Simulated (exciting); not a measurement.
# Core excitons at the Lu L₃ edge of RbLuS2

Aim: the Lu L₃ absorption edge of RbLuS2 with the electron–hole interaction treated explicitly, and what each term of the kernel does.

Calculated with exciting sodium; X-ray absorption, core-level Bethe-Salpeter equation, exchange and statically screened direct term, Tamm-Dancoff, all-electron LAPW+lo LDA.

### Step 1. Starting point

The structure is trigonal, space group R-3m (No. 166). The conventional cell has a = 3.991 Å, b = 3.991 Å, c = 22.838 Å, α = 90.00°, β = 90.00°, γ = 120.00°. Nearest to Lu lie 6 S at 2.72 Å. Rb has 6 S at 3.29 Å nearest. Nearest to S lie 3 Lu at 2.72 Å and 3 Rb at 3.29 Å. Farther neighbours and most contacts between anions are not listed.

Structure file:

```cif
data_structure
_symmetry_space_group_name_H-M 'P 1'
_symmetry_Int_Tables_number 1
_cell_length_a 7.9537
_cell_length_b 7.9537
_cell_length_c 7.9537
_cell_angle_alpha 29.060
_cell_angle_beta 29.060
_cell_angle_gamma 29.060
_cell_volume 105.01
loop_
_atom_site_label
_atom_site_type_symbol
_atom_site_fract_x
_atom_site_fract_y
_atom_site_fract_z
_atom_site_occupancy
Lu1 Lu 0.50000 0.50000 0.50000 1
Rb2 Rb 0.00000 0.00000 0.00000 1
S3 S 0.76970 0.76970 0.76970 1
S4 S 0.23030 0.23030 0.23030 1
```

Differences between curves are given as r.m.s. difference over r.m.s. height.

### Step 2. The self-consistent potential

The species files are the program's own, with muffin-tin radii set in the input.

Input file input.xml:

```
<input>
  <title>RbLuS2</title>
  <structure speciespath="." autormt="false" epslat="1.0e-5">
    <crystal>
      <basevect>3.7709484810 2.1771581207 14.3858550755</basevect>
      <basevect>-3.7709484810 2.1771581207 14.3858550755</basevect>
      <basevect>0.0000000000 -4.3543162411 14.3858550755</basevect>
    </crystal>
    <species speciesfile="Lu.xml" rmt="2.300">
      <atom coord="0.5000000000 0.5000000000 0.5000000000"/>
    </species>
    <species speciesfile="Rb.xml" rmt="2.464">
      <atom coord="0.0000000000 0.0000000000 0.0000000000"/>
    </species>
    <species speciesfile="S.xml" rmt="2.300">
      <atom coord="0.7697000000 0.7697000000 0.7697000000"/>
      <atom coord="0.2303000000 0.2303000000 0.2303000000"/>
    </species>
  </structure>
  <groundstate do="fromscratch" xctype="LDA_PW" ngridk="3 3 3" rgkmax="7" gmaxvr="14" nempty="8" swidth="0.001" maxscl="100" epsengy="1e-5"/>
</input>
```

Started as:

```
> OMP_NUM_THREADS=1 mpirun -n 4 exciting
```

Output:

```text
EXCITING SODIUM started
********************************************************************************
* Ground-state run starting from atomic densities                              *
********************************************************************************
+ Starting initialization                                                      +
 Lattice vectors (cartesian) :
      3.7709484810      2.1771581207     14.3858550755
     -3.7709484810      2.1771581207     14.3858550755
      0.0000000000     -4.3543162411     14.3858550755
 Reciprocal lattice vectors (cartesian) :
      0.8331041035      0.4809928784      0.1455871126
     -0.8331041035      0.4809928784      0.1455871126
      0.0000000000     -0.9619857568      0.1455871126
 Unit cell volume                           :     708.6430008802
 Brillouin zone volume                      :       0.3500355089
 Species :    1 (Lu)
     parameters loaded from                 :    Lu.xml
     name                                   :    lutetium
     nuclear charge                         :     -71.00000000
     electronic charge                      :      71.00000000
     atomic mass                            :  318945.32950000
     muffin-tin radius                      :       2.30000000
     # of radial points in muffin-tin       :     600
     atomic positions (lattice) :
       1 :   0.00000000  0.00000000  0.00000000
 Species :    2 (Rb)
     parameters loaded from                 :    Rb.xml
     name                                   :    rubidium
     nuclear charge                         :     -37.00000000
     electronic charge                      :      37.00000000
     atomic mass                            :  155798.26850000
     muffin-tin radius                      :       2.46400000
     # of radial points in muffin-tin       :     400
     atomic positions (lattice) :
       1 :   0.50000000  0.50000000  0.50000000
 Species :    3 (S)
     parameters loaded from                 :    S.xml
     name                                   :    sulphur
     nuclear charge                         :     -16.00000000
     electronic charge                      :      16.00000000
     atomic mass                            :   58452.74216000
     muffin-tin radius                      :       2.30000000
     # of radial points in muffin-tin       :     300
     atomic positions (lattice) :
       1 :   0.26970000  0.26970000  0.26970000
       2 :   0.73030000  0.73030000  0.73030000
 Total number of atoms per unit cell        :       4
 Spin treatment                             :    spin-unpolarised
 Number of Bravais lattice symmetries       :      12
 Number of crystal symmetries               :      12
 k-point grid                               :       3    3    3
 Total number of k-points                   :       6
 k-point set is reduced with crystal symmetries
 R^MT_min * |G+k|_max (rgkmax)              :       7.00000000
 Species with R^MT_min                      :       1 (Lu)
 Maximum |G+k| for APW functions            :       3.04347826
 Maximum |G| for potential and density      :      14.00000000
 G-vector grid sizes                        :      72    72    72
 Total number of G-vectors                  :   32819
 Maximum angular momentum used for
     APW functions                          :       8
     computing H and O matrix elements      :       8
     potential and density                  :       8
     inner part of muffin-tin               :       2
 Total nuclear charge                       :    -140.00000000
 Total electronic charge                    :     140.00000000
 Total core charge                          :      94.00000000
 Total valence charge                       :      46.00000000
 Number of empty states                     :       8
 Total number of valence states             :      32
 Maximum Hamiltonian size                   :     385
 Maximum number of plane-waves              :     349
 Total number of local-orbitals             :      36
 Exchange-correlation type                  :       3
     Perdew-Wang, Phys. Rev. B 45, 13244 (1992)
 Smearing scheme                            :    Gaussian
 Smearing width                             :       0.00100000
 Using multisecant Broyden potential mixing
+ Ending initialization                                                        +
********************************************************************************
* Groundstate module started                                                   *
********************************************************************************
 Output level for this task is set to normal
+ Self-consistent loop started                                                 +
 Density and potential initialised from atomic data
+ SCF iteration number :    1                                                  +
 Total energy                               :    -18335.55407585
 _______________________________________________________________
 Fermi energy                               :         0.15502122
 Kinetic energy                             :     20109.55178583
 Coulomb energy                             :    -38005.49202890
 Exchange energy                            :      -426.44092753
 Correlation energy                         :       -13.17290525
 DOS at Fermi energy (states/Ha/cell)       :         0.00000000
 Electron charges :
     core                                   :        94.00000000
     core leakage                           :         0.00029967
     valence                                :        46.00000000
     interstitial                           :         6.50378233
     charge in muffin-tin spheres :
                  atom     1    Lu          :        67.99449786
                  atom     2    Rb          :        35.12238634
                  atom     3     S          :        15.18966673
                  atom     4     S          :        15.18966673
     total charge in muffin-tins            :       133.49621767
     total charge                           :       140.00000000
 Estimated fundamental gap                  :         0.12646241
        valence-band maximum at    1      0.0000  0.0000  0.0000
     conduction-band minimum at    6      0.6667  0.3333  0.3333
[... further iterations ...]
| Convergence targets achieved. Performing final SCF iteration                 +
 Total energy                               :    -18346.50652021
 _______________________________________________________________
 Fermi energy                               :         0.17132181
 Kinetic energy                             :     20100.71773909
 Coulomb energy                             :    -38007.62427594
 Exchange energy                            :      -426.43230981
 Correlation energy                         :       -13.16767355
 DOS at Fermi energy (states/Ha/cell)       :         0.00000000
 Electron charges :
     core                                   :        94.00000000
     core leakage                           :         0.00029817
     valence                                :        46.00000000
     interstitial                           :         6.90357950
     charge in muffin-tin spheres :
                  atom     1    Lu          :        68.19321817
                  atom     2    Rb          :        35.19086158
                  atom     3     S          :        14.85617037
                  atom     4     S          :        14.85617037
     total charge in muffin-tins            :       133.09642050
     total charge                           :       140.00000000
 Estimated fundamental gap                  :         0.08483809
        valence-band maximum at    1      0.0000  0.0000  0.0000
     conduction-band minimum at    6      0.6667  0.3333  0.3333
+ Self-consistent loop stopped                                                 +
 STATE.OUT is written
********************************************************************************
* Groundstate module stopped                                                   *
********************************************************************************
 Total time spent (seconds)                 :        42.12
- CAUTION! Warnings have been written in file WARNING.OUT !                    -
| EXCITING SODIUM stopped                                                      =
```

Elapsed: 44 s, on 4 MPI ranks of Arm Neoverse V1, shared host.

The warnings file holds hints only, no warning.

The mesh shows a gap of 2.31 eV. Core levels (Dirac, from the valence top):

```
atom  level  energy (eV)
  Lu  3s1/2      -2426.8
  Lu  3p1/2      -2211.4
  Lu  3p3/2      -1973.3
  Lu  3d3/2      -1606.8
  Lu  3d5/2      -1554.7
  Lu  4s1/2       -477.6
  Lu  4p1/2       -390.0
  Lu  4p3/2       -335.6
  Lu  4d3/2       -191.3
  Lu  4d5/2       -181.4
```

### Step 3. A richer basis for the empty states

Each species file gets more local orbitals, built from u and its energy derivative at 0.15 Ha and u at 0.9 Ha.

input.xml is that of step 2.

Input file SPECIES.xml, added lines:

```
<lo l="L">  <!-- L = 0, 1, 2, and 3 from Cs on -->
  <wf matchingOrder="0" trialEnergy="0.1500" searchE="false"/>
  <wf matchingOrder="1" trialEnergy="0.1500" searchE="false"/>
  <wf matchingOrder="0" trialEnergy="0.9000" searchE="false"/>
</lo>
```

Started as:

```
> OMP_NUM_THREADS=1 mpirun -n 4 exciting
```

Output:

```text
EXCITING SODIUM started
********************************************************************************
* Ground-state run starting from atomic densities                              *
********************************************************************************
+ Starting initialization                                                      +
[... lattice and species ...]
 Spin treatment                             :    spin-unpolarised
 Number of Bravais lattice symmetries       :      12
[...]
+ Self-consistent loop stopped                                                 +
 STATE.OUT is written
********************************************************************************
* Groundstate module stopped                                                   *
********************************************************************************
 Total time spent (seconds)                 :        43.56
- CAUTION! Warnings have been written in file WARNING.OUT !                    -
| EXCITING SODIUM stopped                                                      =
[key lines of the parts left out:]
Total energy                               :    -18346.50721389
Fermi energy                               :         0.17150606
```

It took 45 s on 4 MPI ranks.

Against the first ground state the total energy moves by -5 meV an atom and the gap by 0.00 eV.

(Continued in part 2 of 3.)

[Banner, clock and machine lines of the logs are left out without a mark of their own.]

[Logs are printed without paths, hosts, clocks, repeated set-up lines and the standing remarks that a program may print on its own settings, such as how far it seeks lower states.]

[Hosts, paths, dates, database ids (printed as entryN), source tags and the programs' standing remarks are cut or masked in the printed files.]
